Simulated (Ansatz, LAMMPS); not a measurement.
# Squeezing and shearing a frame of amorphous polystyrene (as short chains C42H46) from 500 K (176 atoms)

How stiff is a frame of amorphous polystyrene (as short chains C42H46) from 500 K (176 atoms), and how do its levels respond to strain?

Program: Ansatz 0.2.0. Level of theory: Kohn-Sham DFT, PBE+D4, PAW (set soft_2), plane waves. Results are calculated unless marked as measured.

### 1. Set-up

The cell holds 176 atoms: 84 C and 92 H. Cell: a = 12.719 Å, b = 12.719 Å, c = 12.719 Å, α = 90.0°, β = 90.0°, γ = 90.0°. 2 polystyrene chains of 5 units with methyl end groups placed at random, at 0.889 g/cm³; overlaps pushed apart, then 20 ps at 800 K with MMFF94 bonds, angles, torsions, charges and radii (Halgren, J. Comput. Chem. 17, 490 (1996)) in harmonic and 12-6 forms. Snapshot after 30 ps at 500 K and fixed volume.

Limits known from the start: The network of contacts between molecules at the start is that of the classical potential that made the cell, and needn't be the one that DFT or experiment would give. Sampling is at Γ alone.

### 2. Single point at the start

The forces at the start show how far the geometry lies from a minimum of this functional.

The input, input.yaml:

```yaml
crystal:
  lattice:
    - [12.71935, 0.0, 0.0]
    - [0.0, 12.71935, 0.0]
    - [0.0, 0.0, 12.71935]
  atoms:
    - { symbol: C, position: [0.44839, 0.9573, 0.50462] }
    - { symbol: C, position: [0.41775, 0.07477, 0.5285] }
    - { symbol: C, position: [0.31497, 0.09104, 0.57964] }
    - { symbol: C, position: [0.31094, 0.20364, 0.60686] }
    - { symbol: C, position: [0.2984, 0.22966, 0.71293] }
    - { symbol: C, position: [0.29477, 0.33565, 0.74456] }
    - { symbol: C, position: [0.30074, 0.41606, 0.66505] }
    - { symbol: C, position: [0.31889, 0.38407, 0.56167] }
    - { symbol: C, position: [0.3288, 0.28147, 0.53548] }
    - { symbol: C, position: [0.22766, 0.06561, 0.50065] }
    - { symbol: C, position: [0.11796, 0.07197, 0.55482] }
    - { symbol: C, position: [0.02996, 0.09176, 0.4788] }
    - { symbol: C, position: [0.9413, 0.14835, 0.50652] }
    - { symbol: C, position: [0.85384, 0.16365, 0.44404] }
    - { symbol: C, position: [0.85251, 0.11901, 0.34271] }
    - { symbol: C, position: [0.93963, 0.06732, 0.30949] }
    - { symbol: C, position: [0.01965, 0.04194, 0.37705] }
    - { symbol: C, position: [0.08795, 0.01109, 0.65911] }
    - { symbol: C, position: [0.07599, 0.89579, 0.64526] }
    - { symbol: C, position: [0.17755, 0.83848, 0.62929] }
    - { symbol: C, position: [0.204, 0.78128, 0.53905] }
    - { symbol: C, position: [0.29687, 0.7263, 0.52935] }
    - { symbol: C, position: [0.36457, 0.72179, 0.61686] }
    - { symbol: C, position: [0.32951, 0.76697, 0.71093] }
    - { symbol: C, position: [0.23692, 0.82502, 0.71552] }
    - { symbol: C, position: [0.97952, 0.87007, 0.57144] }
    - { symbol: C, position: [0.92674, 0.76526, 0.58226] }
    - { symbol: C, position: [0.95896, 0.68841, 0.49664] }
    - { symbol: C, position: [0.91792, 0.7118, 0.39808] }
    - { symbol: C, position: [0.94312, 0.64199, 0.32077] }
    - { symbol: C, position: [0.01207, 0.55551, 0.32959] }
    - { symbol: C, position: [0.04443, 0.54118, 0.43523] }
    [... 138 atom lines left out ...]
    - { symbol: H, position: [0.03846, 0.20298, 0.03965] }
    - { symbol: H, position: [0.0355, 0.15978, 0.85307] }
    - { symbol: H, position: [0.86983, 0.13201, 0.76128] }
    - { symbol: H, position: [0.61918, 0.02821, 0.9672] }
    - { symbol: H, position: [0.67406, 0.98027, 0.85739] }
    - { symbol: H, position: [0.55665, 0.02496, 0.85439] }
kpoints:
  mp_grid: { grid: [1, 1, 1] }
hamiltonian:
  xc: pbe
  dispersion: d4
scf:
  occupations: { method: gaussian, width: 0.025 }
output:
  forces: true
```

Run with:

```sh
> ansatz run input.yaml --threads 4 --pin off --max-ram 8192MiB --backend cpu --events-out ev --progress --plain --runs-dir out
```

Numbers of over 12 decimals in the logs are rounded to 6 here.

What it wrote:

```text
[...]
Pseudopotentials: kind: paw
Pseudopotential: C, paw, valence charge 4, recommended cutoff 420 eV (normal), C.paw.azcp
Pseudopotential: H, paw, valence charge 1, recommended cutoff 420 eV (normal), H.paw.azcp
[... 5 lines on functional and potentials left out ...]
Crystal: 176 atoms, lattice volume = 2057.760 Å³
Basis set: ecut = 420 eV, 40243 PW (Γ), exchange–correlation on 180×180×180 points (8 copies of the dense FFT grid, shifted against one another)
Bands: 390, of which v1, the nominal top of the filled ones, is band 214 counted from 1 (213 counted from 0)
Symmetry: 1 space group operations
Space group: P1 (ITA 1), of the structure as read, at distance tolerance 1.3e-4 Å
k-points: 1
[... 5 lines on functional and potentials left out ...]
Initial density: superposition of atomic densities (neutral atoms: chi_scale 0, normalization atom), corrected by the library's trained network
Initial wavefunctions: pseudopotential atomic-orbital guess
[...]
SCF iter   1: F=—  HF=-22547.633952 eV  |F-HF|=—  |Δ(HF+E_count)|=         —  Δρ=3.56e-3  dr2=4.05e-1  ethr=1.77e-3  ⟨swp⟩=6.0  Hψ=1798  notcnv=0  defer=92
preconditioner: auto → Resta (q_TF=auto, 2.100 Å⁻¹)  ε∞=2.3  [insulator: Δε(μ)=4.031 eV  Ē_g=14.866 eV  σ=0.025 eV  W_gap=1.00  n_scr=340 (ndim 8)  ℏωp=16.9 eV  f_vac=0.306  D(μ)=0.00/eV (n_scr^D=0)  ε∞_Penn≈2.3]
SCF iter   2: F=—  HF=-22547.597070 eV  |F-HF|=—  |Δ(HF+E_count)|=   3.69e-2  Δρ=1.79e-3  dr2=8.37e-2  ethr=9.47e-5  ⟨swp⟩=3.0  Hψ=670  notcnv=0  defer=169
SCF iter   3: F=—  HF=-22547.610076 eV  |F-HF|=—  |Δ(HF+E_count)|=   1.30e-2  Δρ=7.19e-4  dr2=1.81e-2  ethr=1.96e-5  ⟨swp⟩=2.0  Hψ=368  notcnv=0  defer=27
automatic band count: iteration 3 solves 248 bands in place of 390: the levels show a gap, and the empty bands left out lie too high to hold charge; the band table lists the bands solved (type scf.n_extra_bands for more)
SCF iter   4: F=—  HF=-22547.611319 eV  |F-HF|=—  |Δ(HF+E_count)|=   1.24e-3  Δρ=2.27e-4  dr2=2.06e-3  ethr=4.24e-6  ⟨swp⟩=2.0  Hψ=391  notcnv=0  defer=27
SCF iter   5: F=—  HF=-22547.611406 eV  |F-HF|=—  |Δ(HF+E_count)|=   8.66e-5  Δρ=9.87e-5  dr2=3.41e-4  ethr=4.81e-7  ⟨swp⟩=2.0  Hψ=401  notcnv=0  defer=27
[...]
SCF iter   9: F=—  HF=-22547.611325 eV  |F-HF|=—  |Δ(HF+E_count)|=   4.89e-7  Δρ=2.40e-6  dr2=1.89e-7  ethr=1.82e-10  ⟨swp⟩=2.0  Hψ=412  notcnv=0  defer=27
SCF iter  10: F=-22547.611325 eV  HF=-22547.611325 eV  |F-HF|=1.78e-8  |Δ(HF+E_count)|=   8.84e-8  Δρ=7.24e-7  dr2=1.93e-8  ethr=2.34e-11  ⟨swp⟩=4.0  Hψ=848  notcnv=0
SCF 1 converged in 10 iterations: F = -22547.611325 eV  dr2 = 1.93e-8
[...]
SCF converged after 10 iterations
Free energy (F): -22547.611325 eV
Harris-Foulkes:  -22547.611325 eV  (|F-HF|=1.78e-8)
Internal energy: -22547.611325 eV  (E = F + TS)
E sigma→0 (E₀):  -22547.611325 eV
Fermi energy:    0.886647 eV
--- Per-component energies (eV) ---
[...]
Σ components = -22547.611325   (vs F -22547.611325, Δ=0.00e0)
--- Forces (eV/Å), atoms counted from 1 ---
  atom   1  C     -0.94800167     2.04447784     1.19151777
  atom   2  C     -0.38713282    -2.32820271    -3.17595857
  atom   3  C     -1.49259290    -0.61959488    -1.12090504
  atom   4  C     -0.18999501    -0.61230422     2.21808514
[...]
atom 176  H     -2.45289413    -0.17414784    -1.00827468
  max |Σ_I F_I| component: 2.60e-5 eV/Å
```

It took 20 s on 4 threads of Arm Neoverse V1, shared host; peak memory 2.4 GiB; 79 s of CPU time.

The r.m.s. force at the start is 1.2 eV/Å.

### 3. Cell and atoms relaxed

Cell and atoms are freed together, to release stress as well as forces.

The input, input.yaml:

```yaml
crystal:
  lattice:
    - [12.71935, 0.0, 0.0]
    - [0.0, 12.71935, 0.0]
    - [0.0, 0.0, 12.71935]
  atoms:
    [... the 176 atom lines of step 2 ...]
kpoints:
  mp_grid: { grid: [1, 1, 1] }
hamiltonian:
  xc: pbe
  dispersion: d4
scf:
  occupations: { method: gaussian, width: 0.025 }
output:
  forces: true
relax:
  f_tol: 0.05
  max_steps: 150
  cell: {}
```

What it wrote:

```text
[...]
Crystal: 176 atoms, lattice volume = 2057.760 Å³
Basis set: ecut = 420 eV, 40243 PW (Γ), exchange–correlation on 180×180×180 points (8 copies of the dense FFT grid, shifted against one another)
Bands: 390, of which v1, the nominal top of the filled ones, is band 214 counted from 1 (213 counted from 0)
Symmetry: 1 space group operations
[...]
k-points: 1
[...]
SCF iter   1: F=—  HF=-22547.633953 eV  |F-HF|=—  |Δ(HF+E_count)|=         —  Δρ=3.56e-3  dr2=4.05e-1  ethr=1.77e-3  ⟨swp⟩=6.0  Hψ=1798  notcnv=0  defer=92
[...]
SCF iter   9: F=—  HF=-22547.611325 eV  |F-HF|=—  |Δ(HF+E_count)|=   4.82e-7  Δρ=2.24e-6  dr2=1.70e-7  ethr=1.84e-10  ⟨swp⟩=2.0  Hψ=412  notcnv=0  defer=169
SCF iter  10: F=-22547.611325 eV  HF=-22547.611325 eV  |F-HF|=1.70e-8  |Δ(HF+E_count)|=   8.25e-8  Δρ=7.07e-7  dr2=1.87e-8  ethr=2.34e-11  ⟨swp⟩=4.0  Hψ=978  notcnv=0
SCF 1 converged in 10 iterations: F = -22547.611325 eV  dr2 = 1.87e-8
[...]
relax step   1: F+E_penalty+E_count = -22547.61132527 eV  Δ(F+E_penalty+E_count) = +0.000e0 eV  max|allowed force component| = 6.368e0 eV/Å  Δτ_max = 0.0000 Å  P = +2.791 GPa  Ω = 2057.760 Å³  (10 SCF iters, dr2 threshold 1.00e-7 eV, accepted)
[... from here on, the SCF cycles and remarks between the steps are left out ...]
relax step   2: F+E_penalty+E_count = -22557.14168822 eV  Δ(F+E_penalty+E_count) = -9.530e0 eV  max|allowed force component| = 2.069e0 eV/Å  Δτ_max = 0.1947 Å  P = -0.066 GPa  Ω = 2085.681 Å³  energy of the carried Pulay correction = -5.404e-2 eV  (7 SCF iters, dr2 threshold 1.76e-5 eV, accepted)
relax step   3: F+E_penalty+E_count = -22558.78793911 eV  Δ(F+E_penalty+E_count) = -1.646e0 eV  max|allowed force component| = 7.218e-1 eV/Å  Δτ_max = 0.1948 Å  P = -0.622 GPa  Ω = 2080.905 Å³  energy of the carried Pulay correction = -4.484e-2 eV  (7 SCF iters, dr2 threshold 1.76e-5 eV, accepted)
relax step   4: F+E_penalty+E_count = -22559.34719799 eV  Δ(F+E_penalty+E_count) = -5.593e-1 eV  max|allowed force component| = 2.249e-1 eV/Å  Δτ_max = 0.1902 Å  P = -0.235 GPa  Ω = 2034.396 Å³  energy of the carried Pulay correction = +4.579e-2 eV  (7 SCF iters, dr2 threshold 1.76e-5 eV, accepted)
relax step   5: F+E_penalty+E_count = -22559.62785260 eV  Δ(F+E_penalty+E_count) = -2.807e-1 eV  max|allowed force component| = 2.620e-1 eV/Å  Δτ_max = 0.1937 Å  P = -0.091 GPa  Ω = 1996.931 Å³  energy of the carried Pulay correction = +1.203e-1 eV  (8 SCF iters, dr2 threshold 3.16e-6 eV, accepted)
relax step   6: F+E_penalty+E_count = -22559.81147089 eV  Δ(F+E_penalty+E_count) = -1.836e-1 eV  max|allowed force component| = 3.203e-1 eV/Å  Δτ_max = 0.1983 Å  P = -0.106 GPa  Ω = 1973.698 Å³  energy of the carried Pulay correction = +1.672e-1 eV  (7 SCF iters, dr2 threshold 4.29e-6 eV, accepted)
relax step   7: F+E_penalty+E_count = -22559.97203919 eV  Δ(F+E_penalty+E_count) = -1.606e-1 eV  max|allowed force component| = 1.832e-1 eV/Å  Δτ_max = 0.1957 Å  P = -0.106 GPa  Ω = 1951.677 Å³  energy of the carried Pulay correction = +2.122e-1 eV  (7 SCF iters, dr2 threshold 6.41e-6 eV, accepted)
relax step   8: F+E_penalty+E_count = -22560.10269686 eV  Δ(F+E_penalty+E_count) = -1.307e-1 eV  max|allowed force component| = 2.220e-1 eV/Å  Δτ_max = 0.1948 Å  P = -0.168 GPa  Ω = 1926.887 Å³  energy of the carried Pulay correction = +2.634e-1 eV  (8 SCF iters, dr2 threshold 2.10e-6 eV, accepted)
relax step   9: F+E_penalty+E_count = -22560.07747295 eV  Δ(F+E_penalty+E_count) = +2.522e-2 eV  max|allowed force component| = 1.311e0 eV/Å  Δτ_max = 0.1924 Å  P = +0.362 GPa  Ω = 1911.699 Å³  energy of the carried Pulay correction = +2.951e-1 eV  (8 SCF iters, dr2 threshold 3.08e-6 eV, rejected (line search))
relax step  10: F+E_penalty+E_count = -22560.15693833 eV  Δ(F+E_penalty+E_count) = -5.424e-2 eV  max|allowed force component| = 1.261e-1 eV/Å  Δτ_max = 0.0942 Å  P = +0.042 GPa  Ω = 1917.000 Å³  energy of the carried Pulay correction = +2.840e-1 eV  (11 SCF iters, accepted)
relax step  11: F+E_penalty+E_count = -22560.20975237 eV  Δ(F+E_penalty+E_count) = -5.281e-2 eV  max|allowed force component| = 7.128e-2 eV/Å  Δτ_max = 0.0979 Å  P = -0.072 GPa  Ω = 1907.356 Å³  energy of the carried Pulay correction = +3.042e-1 eV  (7 SCF iters, dr2 threshold 9.94e-7 eV, accepted)
relax step  12: F+E_penalty+E_count = -22560.28493439 eV  Δ(F+E_penalty+E_count) = -7.518e-2 eV  max|allowed force component| = 8.140e-2 eV/Å  Δτ_max = 0.1485 Å  P = -0.135 GPa  Ω = 1891.783 Å³  energy of the carried Pulay correction = +3.370e-1 eV  (9 SCF iters, dr2 threshold 3.18e-7 eV, accepted)
relax step  13: F+E_penalty+E_count = -22560.36498377 eV  Δ(F+E_penalty+E_count) = -8.005e-2 eV  max|allowed force component| = 8.248e-2 eV/Å  Δτ_max = 0.1948 Å  P = -0.148 GPa  Ω = 1872.411 Å³  energy of the carried Pulay correction = +3.782e-1 eV  (9 SCF iters, dr2 threshold 4.14e-7 eV, accepted)
[...]
relax step  17: F+E_penalty+E_count = -22560.48724367 eV  Δ(F+E_penalty+E_count) = +2.242e-3 eV  max|allowed force component| = 9.992e-2 eV/Å  Δτ_max = 0.0593 Å  P = +0.031 GPa  Ω = 1842.061 Å³  energy of the carried Pulay correction = +4.436e-1 eV  (7 SCF iters, dr2 threshold 2.84e-6 eV, accepted)
relax step  18: F+E_penalty+E_count = -22560.49379488 eV  Δ(F+E_penalty+E_count) = -6.551e-3 eV  max|allowed force component| = 6.379e-2 eV/Å  Δτ_max = 0.0968 Å  P = -0.001 GPa  Ω = 1841.931 Å³  energy of the carried Pulay correction = +4.439e-1 eV  (8 SCF iters, dr2 threshold 6.24e-7 eV, accepted)
relax step  19: F+E_penalty+E_count = -22560.49306470 eV  Δ(F+E_penalty+E_count) = +7.302e-4 eV  max|allowed force component| = 4.905e-2 eV/Å  Δτ_max = 0.1284 Å  P = -0.050 GPa  Ω = 1844.591 Å³  energy of the carried Pulay correction = +4.381e-1 eV  (8 SCF iters, dr2 threshold 2.54e-7 eV, accepted)
relax step  20: F+E_penalty+E_count = -22560.49338494 eV  Δ(F+E_penalty+E_count) = -3.202e-4 eV  max|allowed force component| = 2.729e-2 eV/Å  Δτ_max = 0.0864 Å  P = -0.028 GPa  Ω = 1845.948 Å³  energy of the carried Pulay correction = +4.351e-1 eV  (9 SCF iters, dr2 threshold 1.29e-8 eV, accepted)
relax step  21: F+E_penalty+E_count = -22560.49514726 eV  Δ(F+E_penalty+E_count) = -1.762e-3 eV  max|allowed force component| = 4.648e-2 eV/Å  Δτ_max = 0.1604 Å  P = -0.026 GPa  Ω = 1847.112 Å³  energy of the carried Pulay correction = +4.326e-1 eV  (10 SCF iters, accepted)
relax step  22: F+E_penalty+E_count = -22560.49688538 eV  Δ(F+E_penalty+E_count) = -1.738e-3 eV  max|allowed force component| = 3.880e-2 eV/Å  Δτ_max = 0.1256 Å  P = -0.021 GPa  Ω = 1847.638 Å³  energy of the carried Pulay correction = +4.315e-1 eV  (10 SCF iters, accepted)
relax step  23: F+E_penalty+E_count = -22560.50055200 eV  Δ(F+E_penalty+E_count) = -3.667e-3 eV  max|allowed force component| = 3.972e-2 eV/Å  Δτ_max = 0.0958 Å  P = +0.011 GPa  Ω = 1846.993 Å³  energy of the carried Pulay correction = +4.329e-1 eV  (10 SCF iters, accepted)
relax step  24: F+E_penalty+E_count = -22560.24351066 eV  Δ(F+E_penalty+E_count) = +2.570e-1 eV  max|allowed force component| = 3.581e-2 eV/Å  Δτ_max = 0.0000 Å  P = -0.173 GPa  Ω = 1846.993 Å³  stress off target by 2.40e-1 GPa  SCF on the basis re-selected at this cell (its energy is not comparable with the rows above)  (6 SCF iters)
relax step  25: F+E_penalty+E_count = -22560.39316825 eV  Δ(F+E_penalty+E_count) = -1.497e-1 eV  max|allowed force component| = 4.439e-2 eV/Å  Δτ_max = 0.1827 Å  P = +0.018 GPa  Ω = 1794.208 Å³  energy of the carried Pulay correction = +1.113e-1 eV  (9 SCF iters, dr2 threshold 1.44e-7 eV, accepted)
relax step  26: F+E_penalty+E_count = -22560.42746370 eV  Δ(F+E_penalty+E_count) = -3.430e-2 eV  max|allowed force component| = 1.383e-1 eV/Å  Δτ_max = 0.1911 Å  P = +0.193 GPa  Ω = 1778.697 Å³  energy of the carried Pulay correction = +1.427e-1 eV  (10 SCF iters, dr2 threshold 2.42e-8 eV, accepted)
relax step  27: F+E_penalty+E_count = -22560.43131722 eV  Δ(F+E_penalty+E_count) = -3.854e-3 eV  max|allowed force component| = 3.870e-2 eV/Å  Δτ_max = 0.1370 Å  P = -0.013 GPa  Ω = 1781.678 Å³  energy of the carried Pulay correction = +1.369e-1 eV  (7 SCF iters, dr2 threshold 1.19e-6 eV, accepted)
relax step  28: F+E_penalty+E_count = -22560.31338493 eV  Δ(F+E_penalty+E_count) = +1.179e-1 eV  max|allowed force component| = 3.987e-2 eV/Å  Δτ_max = 0.0000 Å  P = -0.063 GPa  Ω = 1781.678 Å³  stress off target by 1.26e-1 GPa  SCF on the basis re-selected at this cell (its energy is not comparable with the rows above)  (6 SCF iters)
relax step  29: F+E_penalty+E_count = -22560.36001809 eV  Δ(F+E_penalty+E_count) = -4.663e-2 eV  max|allowed force component| = 2.006e-2 eV/Å  Δτ_max = 0.0549 Å  P = -0.014 GPa  Ω = 1764.572 Å³  energy of the carried Pulay correction = +3.768e-2 eV  (9 SCF iters, dr2 threshold 3.97e-8 eV, accepted)
relax step  30: F+E_penalty+E_count = -22560.37684365 eV  Δ(F+E_penalty+E_count) = -1.683e-2 eV  max|allowed force component| = 1.591e-2 eV/Å  Δτ_max = 0.0747 Å  P = +0.020 GPa  Ω = 1758.212 Å³  energy of the carried Pulay correction = +5.136e-2 eV  (10 SCF iters, dr2 threshold 6.26e-9 eV, accepted)
relax step  31: F+E_penalty+E_count = -22560.32865915 eV  Δ(F+E_penalty+E_count) = +4.818e-2 eV  max|allowed force component| = 1.559e-2 eV/Å  Δτ_max = 0.0000 Å  P = +0.007 GPa  Ω = 1758.212 Å³  stress off target by 2.67e-2 GPa  SCF on the basis re-selected at this cell (its energy is not comparable with the rows above)  (5 SCF iters)
[...]
SCF converged after 5 iterations
Free energy (F): -22560.328659 eV
[...]
Internal energy: -22560.328659 eV  (E = F + TS)
E sigma→0 (E₀):  -22560.328659 eV
Fermi energy:    1.778296 eV
[...]
Σ components = -22560.328659   (vs F -22560.328659, Δ=0.00e0)
--- Forces (eV/Å), atoms counted from 1 ---
  atom   1  C      0.00130900    -0.00339901     0.00204006
  atom   2  C      0.00472731    -0.00265572    -0.00248056
  atom   3  C     -0.00274804    -0.00156697    -0.00145976
  atom   4  C     -0.00156714     0.00341188     0.00062302
[...]
atom 176  H     -0.00296299     0.00178055    -0.00122218
  max |Σ_I F_I| component: 4.95e-6 eV/Å
--- Stress (GPa, compression-positive) ---
       -0.013564       0.008953      -0.005069
        0.008951       0.024035      -0.002061
       -0.005069      -0.002061       0.011899
  P = ⅓ Tr σ = 0.0075 GPa (0.075 kbar)
--- Relaxed structure (28 steps of the walk, 27 accepted, 3 SCFs on fresh bases) ---
  F+E_penalty+E_count = -22560.32865915 eV   max|allowed force component| = 1.559e-2 eV/Å   (the final SCF, on the basis selected at the relaxed cell)
  cell:  # Å, volume = 1758.2119 Å³
    - [11.367955, -0.125691, 0.015602]
    - [-0.125691, 12.152512, 0.067804]
    - [0.015602, 0.067804, 12.728763]
  atoms:
    - { symbol: C, position: [0.497156, 1.022091, 0.517429] }
    - { symbol: C, position: [0.456558, 0.138255, 0.540962] }
    - { symbol: C, position: [0.332787, 0.141037, 0.590398] }
    - { symbol: C, position: [0.305170, 0.252170, 0.636349] }
[...]
- { symbol: H, position: [0.496206, 0.021607, 0.783075] }
```

Wall time 12 min (4 threads); peak memory 2.4 GiB; 49 min of CPU time.

The relaxation converged after 28 steps, with a largest force component of 0.016 eV/Å.

(Part 1 of 3 ends here.)

[Logs are printed without paths, hosts, clocks, repeated set-up lines and the standing remarks that a program may print on its own settings, such as how far it seeks lower states.]

[Hosts, paths, dates, database ids (printed as entryN), source tags and the programs' standing remarks are cut or masked in the printed files.]

[The MMFF94 radii named for the starting cell were scaled by 0.96; in molecules described by MMFF94, hydrogen bound to N, O or S took a small fixed 12-6 site in their place.]
